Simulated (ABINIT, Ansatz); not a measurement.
## K2LiAlF6 (Fm-3m): changed settings of a GW run in ABINIT

What do changed inputs do to GW on K2LiAlF6 (Fm-3m)?

Method: LDA and many-body steps on it, plane waves, in ABINIT 10.8.3.

### Step 1. The structure

Symmetry: Fm-3m, No. 225, cubic system. The conventional cell has a = 7.842 Å, b = 7.842 Å, c = 7.842 Å, α = 90.00°, β = 90.00°, γ = 90.00°. Nearest to K lie 12 F at 2.78 Å. Nearest to Li lie 6 F at 2.11 Å. Al has 6 F at 1.81 Å nearest. F has 1 Al at 1.81 Å and 1 Li at 2.11 Å and 4 K at 2.78 Å nearest. Farther neighbours and most contacts between anions are not listed.

The cell and positions come from the Crystallography Open Database and are kept as given unless a step says otherwise.

### Step 2. Screening, 2×2×2 mesh, 112 bands, screening to 114.3 eV

This step: ABINIT 10.8.3; RPA screening on LDA, plane waves, norm-conserving pseudopotentials.

The RPA dielectric matrix is built and inverted for each q.

Input file run.abi:

```
acell 3*1.0 Angstrom
rprim 
  0.000000000000 3.921000000000 3.921000000000
  3.921000000000 0.000000000000 3.921000000000
  3.921000000000 3.921000000000 -0.000000000000
ntypat 4
znucl 19 3 13 9
natom 10
typat 1 1 2 3 4 4 4 4 4 4
xred 
  0.250000000000 0.250000000000 0.250000000000
  0.750000000000 0.750000000000 0.750000000000
  0.500000000000 0.500000000000 0.500000000000
  0.000000000000 -0.000000000000 0.000000000000
  0.768900000000 0.231100000000 0.231100000000
  0.231100000000 0.768900000000 0.231100000000
  0.231100000000 0.768900000000 0.768900000000
  0.768900000000 0.231100000000 0.768900000000
  0.231100000000 0.231100000000 0.768900000000
  0.768900000000 0.768900000000 0.231100000000
pp_dirpath "pseudos"
pseudos "K.upf, Li.upf, Al.upf, F.upf"
ecut 36
ngkpt 2 2 2
nshiftk 1
shiftk 0 0 0
kptopt 1
chksymbreak 0
istwfk *1
occopt 1
irdwfk 1
optdriver 3
nband 112
ecuteps 4.2
inclvkb 2
awtr 1
symchi 1
indata_prefix "in"
outdata_prefix "out"
tmpdata_prefix "tmp"
```

Command:

```sh
$ OMP_NUM_THREADS=1 mpirun -n 4 abinit run.abi > log
```

What it wrote:

```text
.Version 10.8.3 of ABINIT. v10.8.2 released Aug 2026.

 Symmetries : space group Fm -3 m (#225); Bravais cF (face-center cubic)
[... echo of the input left out ...]
== DATASET  1 ==================================================================
-   mpi_nproc: 4, omp_nthreads: 1 (-1 if OMP is not activated)

--- !DatasetInfo
iteration_state: {dtset: 1, }
dimensions: {natom: 10, nkpt: 3, mband: 112, nsppol: 1, nspinor: 1, nspden: 1, mpw: 8393, }
cutoff_energies: {ecut:  36.0, pawecutdg:  -1.0, }
electrons: {nelect:   6.60000000E+01, charge:   0.00000000E+00, occopt:   1.00000000E+00, tsmear:   1.00000000E-02, }

 SCREENING: Calculation of the susceptibility and dielectric matrices

 Based on a program developped by R.W. Godby, V. Olevano, G. Onida, and L. Reining.
 Incorporated in ABINIT by V. Olevano, G.-M. Rignanese, and M. Torrent.
.Using double precision arithmetic ; gwpc =  8

[... cell and pseudopotentials left out ...]
--------------------------------------------------------------------------------

 ==== K-mesh for the wavefunctions ====
 Number of points in the irreducible wedge :     3
[... list of points left out ...]
 Together with 48 symmetry operations and time-reversal symmetry
 yields     8 points in the full Brillouin Zone.

 ==== Q-mesh for the screening function ====
 Number of points in the irreducible wedge :     3
[... list of points left out ...]
 Together with 48 symmetry operations and time-reversal symmetry
 yields     8 points in the full Brillouin Zone.

 setmesh: FFT mesh size selected  =    40x   40x   40
          total number of points  =        64000

 vcoul_init : cutoff-mode = AUXILIARY_FUNCTION
 q-points for optical limit:   1
     1)      0.000010    0.000020    0.000030

- screening: taking advantage of time-reversal symmetry
- Maximum band index for partially occupied states nbvw = 33
- Remaining bands to be divided among processors   nbcw = 79
- Number of bands treated by each node ~19

 Number of electrons calculated from density =   66.0000; Expected =   66.0000
 average of density, n =  0.081120
 r_s =    1.4331
 omega_plasma =   27.4738 [eV]

 calculating chi0 at frequencies [eV] :
  1    0.000000E+00    0.000000E+00
  2    0.000000E+00    2.747382E+01

--------------------------------------------------------------------------------
  q-point number  1        q = ( 0.000000, 0.000000, 0.000000) [r.l.u.]
--------------------------------------------------------------------------------
[... chi0 elements left out ...]
 For q-point:  0.000010 0.000020 0.000030
  dielectric constant =   2.0524
  dielectric constant without local fields =   2.2002

  Average fulfillment of the sum rule on Im[epsilon] for q-point    1 :     36.56  [%]
[... wings left out ...]
  q-point number  2        q = ( 0.500000, 0.000000, 0.000000) [r.l.u.]
--------------------------------------------------------------------------------
[... chi0 elements left out ...]
  Average fulfillment of the sum rule on Im[epsilon] for q-point    2 :     42.47  [%]

 [... 1 further q-points ...]
```

Wall time 54 s (4 MPI ranks of Arm Neoverse N1, shared host); peak memory 1.5 GiB.

Numbers from this step:

| Item | Value |
| --- | --- |
| ε∞ with local fields, on this mesh, along the program's q direction | 2.052 |
| the same without local fields | 2.200 |
| plasma frequency | 27.47 eV |
| plane waves in the screening matrix | 331 |

Local fields lower ε∞ by 7 %. On a Γ-centred mesh this coarse the value itself is usually too large, while a short band sum pulls it down.

### Step 3. Base

The self-energy is evaluated for the states that the input lists, and the levels follow from it, in one-shot runs by the linearised quasiparticle equation.

This step: G0W0 on LDA, plane waves, norm-conserving pseudopotentials.

run.abi, as its differences from that of step 2:

```diff
@@ -31,8 +31,15 @@
 irdwfk 1
-optdriver 3
+optdriver 4
 nband 112
+gwcalctyp 0
+ecutsigx 36
+symsigma 1
+nkptgw 1
+kptgw 
+  0.0000000000 0.0000000000 0.0000000000
+bdgw 
+  31 36
 ecuteps 4.2
-inclvkb 2
-awtr 1
-symchi 1
+irdscr 1
+ppmodel 1
 indata_prefix "in"
```

What it wrote:

```text
.Version 10.8.3 of ABINIT. v10.8.2 released Aug 2026.

 Symmetries : space group Fm -3 m (#225); Bravais cF (face-center cubic)
[... echo of the input left out ...]
== DATASET  1 ==================================================================
-   mpi_nproc: 4, omp_nthreads: 1 (-1 if OMP is not activated)

--- !DatasetInfo
iteration_state: {dtset: 1, }
dimensions: {natom: 10, nkpt: 3, mband: 112, nsppol: 1, nspinor: 1, nspden: 1, mpw: 8393, }
cutoff_energies: {ecut:  36.0, pawecutdg:  -1.0, }
electrons: {nelect:   6.60000000E+01, charge:   0.00000000E+00, occopt:   1.00000000E+00, tsmear:   1.00000000E-02, }

 SIGMA: Calculation of the GW corrections

 Based on a program developped by R.W. Godby, V. Olevano, G. Onida, and L. Reining.
 Incorporated in ABINIT by V. Olevano, G.-M. Rignanese, and M. Torrent.
.Using double precision arithmetic ; gwpc =  8

[... cell and pseudopotentials left out ...]
--------------------------------------------------------------------------------

 ==== K-mesh for the wavefunctions ====
 Number of points in the irreducible wedge :     3
[... list of points left out ...]
 Together with 48 symmetry operations and time-reversal symmetry
 yields     8 points in the full Brillouin Zone.

 ==== Q-mesh for screening function ====
 Number of points in the irreducible wedge :     3
[... list of points left out ...]
 Together with 48 symmetry operations and time-reversal symmetry
 yields     8 points in the full Brillouin Zone.

 vcoul_init : cutoff-mode = AUXILIARY_FUNCTION
 q-points for optical limit:   1
     1)      0.000010    0.000020    0.000030
 setmesh: FFT mesh size selected  =    60x   60x   60
          total number of points  =       216000

 Number of electrons calculated from density =   66.0000; Expected =   66.0000
 average of density, n =  0.081120
 r_s =    1.4331
 omega_plasma =   27.4738 [eV]

 === KS Band Gaps ===
  >>>> For spin  1
   Minimum direct gap =   7.5533 [eV], located at k-point      :   0.0000  0.0000  0.0000
   Fundamental gap    =   7.5533 [eV], Top of valence bands at :   0.0000  0.0000  0.0000
                                       Bottom of conduction at :   0.0000  0.0000  0.0000
 SIGMA fundamental parameters:
 PLASMON POLE MODEL  1
 number of plane-waves for SigmaX                 8393
 number of plane-waves for SigmaC and W            331
 number of plane-waves for wavefunctions          8393
 number of bands                                   112
 number of independent spin polarizations            1
 number of spinorial components                      1
 number of k-points in IBZ                           3
 number of q-points in IBZ                           3
 number of symmetry operations                      48
 number of k-points in BZ                            8
 number of q-points in BZ                            8
 number of frequencies for dSigma/dE                 9
 frequency step for dSigma/dE [eV]                0.25
 number of omega for Sigma on real axis              0
 max omega for Sigma on real axis  [eV]           0.00
 zcut for avoiding poles [eV]                     0.10

 EPSILON^-1 parameters (SCR file):
 dimension of the eps^-1 matrix on file            331
 dimension of the eps^-1 matrix used               331
 number of plane-waves for wavefunctions          8393
 number of bands                                   112
 number of q-points in IBZ                           3
 number of frequencies                               2
 number of real frequencies                          1
 number of imag frequencies                          1

 matrix elements of self-energy operator (all in [eV])

 Perturbative Calculation

--- !SelfEnergy_ee
iteration_state: {dtset: 1, }
kpoint     : [   0.000,    0.000,    0.000, ]
spin       : 1
KS_gap     :    7.553
QP_gap     :   11.930
Delta_QP_KS:    4.376
data: !SigmaeeData |
     Band     E0 <VxcDFT>   SigX SigC(E0)      Z dSigC/dE  Sig(E)    E-E0       E
       31   0.311 -22.825 -30.265   5.070   0.828  -0.208 -24.786  -1.961  -1.650
       32   0.311 -22.825 -30.265   5.070   0.828  -0.208 -24.786  -1.961  -1.650
       33   0.311 -22.825 -30.265   5.070   0.828  -0.208 -24.786  -1.961  -1.650
       34   7.864 -11.404  -6.118  -2.596   0.898  -0.114  -8.989   2.415  10.279
       35  10.340 -10.711  -4.753  -2.508   0.902  -0.109  -7.599   3.112  13.452
       36  10.340 -10.711  -4.753  -2.508   0.902  -0.109  -7.599   3.112  13.452

== END DATASET(S) ==============================================================
================================================================================

 -outvars: echo values of variables after computation  --------
           etotal      0.0000000000E+00
            nband         112
             nkpt           3
          spgroup         225
 [... the other variables as echoed above ...]

 Calculation completed.
```

Elapsed: 12 s, on 4 MPI ranks; peak memory 1.3 GiB; 49 s of CPU time.

This step gave:

- G0W0 gap on the points computed: 11.93 eV
- starting gap on the mesh: 7.553 eV
- k of the valence top: 0, 0, 0
- k of the conduction bottom: 0, 0, 0
- Z at the valence top: 0.828
- Z at the conduction bottom: 0.898
- least direct G0W0 gap on the computed points: 11.93 eV

The gap on the mesh goes from 7.55 eV to 11.93 eV, a correction of +4.38 eV.

### Step 4. Unknown plasmon-pole model

run.abi, as its differences from that of step 3:

```diff
@@ -43,3 +43,3 @@
 irdscr 1
-ppmodel 1
+ppmodel 7
 indata_prefix "in"
```

What it wrote:

```text
.Version 10.8.3 of ABINIT. v10.8.2 released Aug 2026.

 Symmetries : space group Fm -3 m (#225); Bravais cF (face-center cubic)
================================================================================
 Values of the parameters that define the memory need of the present run
     intxc =       0    ionmov =       0      iscf =       7    lmnmax =       6
     lnmax =       6     mgfft =      60  mpssoang =       3    mqgrid =    3001
     natom =      10  nloc_mem =       1    nspden =       1   nspinor =       1
    nsppol =       1      nsym =      48    n1xccc =    2501    ntypat =       4
    occopt =       1   xclevel =       1
-    mband =         112        mffmem =           1         mkmem =           1
       mpw =        8393          nfft =      216000          nkpt =           3
================================================================================
  Rough estimation (10% accuracy) of disk space for files :
================================================================================

--------------------------------------------------------------------------------
------------- Echo of variables that govern the present computation ------------
--------------------------------------------------------------------------------
 -outvars: echo values of preprocessed input variables --------
            acell      1.8897261259E+00  1.8897261259E+00  1.8897261259E+00 Bohr

             bdgw          31      36
      chksymbreak           0
             ecut      3.60000000E+01 Hartree
          ecuteps      4.20000000E+00 Hartree
         ecutsigx      3.60000000E+01 Hartree
          ecutwfn      3.60000000E+01 Hartree
-          fftalg         312
           irdscr           1
           irdwfk           1

              ixc       -1012
[...]
pspatm : epsatm=    0.57439143
         --- l  ekb(1:nproj) -->
[...]
pspatm: atomic psp has been read  and splines computed

- F Generated using ONCVPSP code by D. R. Hamann
-  9.00000   7.00000  201202                  znucl, zion, pspdat
12 -1012 2 -1 824                             pspcod,pspxc,lmax,lloc,mmax
     nproj     2     2     1
  pspatm : epsatm=    4.94580260
         --- l  ekb(1:nproj) -->
             0    6.487052    1.061847
             1   -4.029087   -1.312559
             2   -2.364936
 pspatm: atomic psp has been read  and splines computed

   3.25367968E+03                                ecore*ucvol(ha*bohr**3)
--------------------------------------------------------------------------------

 ==== K-mesh for the wavefunctions ====
 Number of points in the irreducible wedge :     3
 Reduced coordinates and weights :

     1)     0.00000000E+00  0.00000000E+00  0.00000000E+00       0.12500
     2)     5.00000000E-01  0.00000000E+00  0.00000000E+00       0.50000
     3)     5.00000000E-01  5.00000000E-01  0.00000000E+00       0.37500

 Together with 48 symmetry operations and time-reversal symmetry
 yields     8 points in the full Brillouin Zone.

 ==== Q-mesh for screening function ====
 Number of points in the irreducible wedge :     3
 Reduced coordinates and weights :

     1)     0.00000000E+00  0.00000000E+00  0.00000000E+00       0.12500
     2)     5.00000000E-01  0.00000000E+00  0.00000000E+00       0.50000
     3)     5.00000000E-01  5.00000000E-01  0.00000000E+00       0.37500

 Together with 48 symmetry operations and time-reversal symmetry
 yields     8 points in the full Brillouin Zone.

 vcoul_init : cutoff-mode = AUXILIARY_FUNCTION
 q-points for optical limit:   1
     1)      0.000010    0.000020    0.000030
 setmesh: FFT mesh size selected  =    60x   60x   60
          total number of points  =       216000

 Number of electrons calculated from density =   66.0000; Expected =   66.0000
 average of density, n =  0.081120
 r_s =    1.4331
 omega_plasma =   27.4738 [eV]

--- !BUG
message: |
    Wrong ppm%model: 7

--- !BUG
message: |
    Wrong ppm%model: 7

--- from the log ---
Wrong ppm%model: 7
```

It took 5.9 s on 4 MPI ranks; peak memory 0.28 GiB; 17 s of CPU time.

The run stopped with an error after 5.9 s.

The program's words: Wrong ppm%model: 7

The fault put into this input: unknown plasmon-pole model.

### Step 5. The runs together

Times are wall times on 4 MPI ranks of Arm Neoverse N1, shared host, good to a factor of about two. A run's time includes the screening step that it read.

| run | mesh | bands | screening cutoff (eV) | DFT gap (eV) | gap on the mesh (eV) | direct (eV) | ε∞ used | time |
| --- | --- | --- | --- | --- | --- | --- | --- | --- |
| base | 2×2×2 | 112 | 114.3 | 7.553 | 11.929 | 11.929 | 2.05 | 66 s |

### Step 6. Summary of results

| Property | Result |
| --- | --- |
| base | 11.929 eV |
| known limits | not at the basis limit; coarse k mesh |

**Reading.** Bands and cutoff are finite, so the gap is not at the basis limit. The miss can reach some tenths of an eV and take either sign; the mesh is an error of its own. In the G0W0 run levels were corrected at 1 k point alone, so a gap called «on the mesh» is the least over those, and an edge elsewhere would be missed. The 2×2×2 mesh is coarse for this cell, which bears on the long-range parts of exchange and screening.

[Paths, hosts, dates, memory and timing lines, banners, echoed tables and standing remarks are left out of the program output.]

[Logs are printed without paths, hosts, clocks, repeated set-up lines and the standing remarks that a program may print on its own settings, such as how far it seeks lower states.]

[Runs of the session that timed out or met a known fault of the program may be left out.]

[No measured gap is set beside runs whose start may be inverted or whose files or cutoffs have a known fault.]

[Hosts, paths, dates, database ids (printed as entryN), source tags and the programs' standing remarks are cut or masked in the printed files.]

[G0W0 gaps are taken among the corrected bands and points alone; a level outside them can change the order at an edge.]

[Where Ansatz stands beside ABINIT at settings called matched, ABINIT's density can come from a denser mesh and the files from another edition; pairs whose starting gaps differed by over 0.03 eV were left out, so agreement reads better than it is.]
